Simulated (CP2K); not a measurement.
Consider 4-carboxypyridine at its PBE geometry (Å).

```xyz
14

O     2.6249    0.8837   -0.4791
C     1.8927    0.0046   -0.0458
O     2.3702   -1.1640    0.5009
C     0.4005    0.0536   -0.0367
C    -0.2496    1.1731   -0.5677
C    -1.6449    1.2074   -0.5470
N    -2.4135    0.2220   -0.0440
C    -1.7726   -0.8492    0.4573
C    -0.3823   -0.9840    0.4850
H     3.3458   -1.0928    0.4497
H     0.3340    1.9942   -0.9817
H    -2.1798    2.0686   -0.9535
H    -2.4071   -1.6432    0.8580
H     0.0818   -1.8737    0.9046
```

Method: CP2K XAS_TDP, all-electron GAPW, PBEh(45%), aug-cc-pVDZ, TDA, GW2X-corrected core level, no relativity.

Where do the O K-edge lines lie, and how strong are they?

Leading lines: O1 531.71 eV and O3 535.25 eV. The leading line of an atom is its first one with 35 % of the strongest within 2.5 eV of its lowest line over the strength cut. Core ionisation energies at this level: O1 538.15 and O3 540.11 eV.

The first six lines of each atom with a strength over 0.0015:

```tsv
atom	energy (eV)	states	strength, one atom	above the computed threshold
O1 (bonded to C)	531.71	1	0.0351	
	536.11	1	0.0021	
	536.61	1	0.0043	
	537.03	1	0.0022	
	539.21	1	0.0046	yes
	539.59	1	0.0021	yes
O3 (bonded to C and H)	535.25	1	0.0118	
	536.74	1	0.0201	
	538.62	1	0.0096	
	538.78	1	0.0051	
	539.35	1	0.0056	
	539.63	1	0.0019
```

Lines are vertical, at one geometry, with no vibrational structure. GW2X ionisation energies and lines can be off by 1 to 2 eV either way, and a good line position may hide errors that cancel. These values hold no scalar relativity, about 0.4 eV for O 1s. Rydberg lines, and the discretised continuum above threshold, depend on the basis and the box.

[Banner, clock and machine lines of the logs are left out without a mark of their own.]

[Logs are printed without paths, hosts, clocks, repeated set-up lines and the standing remarks that a program may print on its own settings, such as how far it seeks lower states.]

[Hosts, paths, dates, database ids (printed as entryN), source tags and the programs' standing remarks are cut or masked in the printed files.]
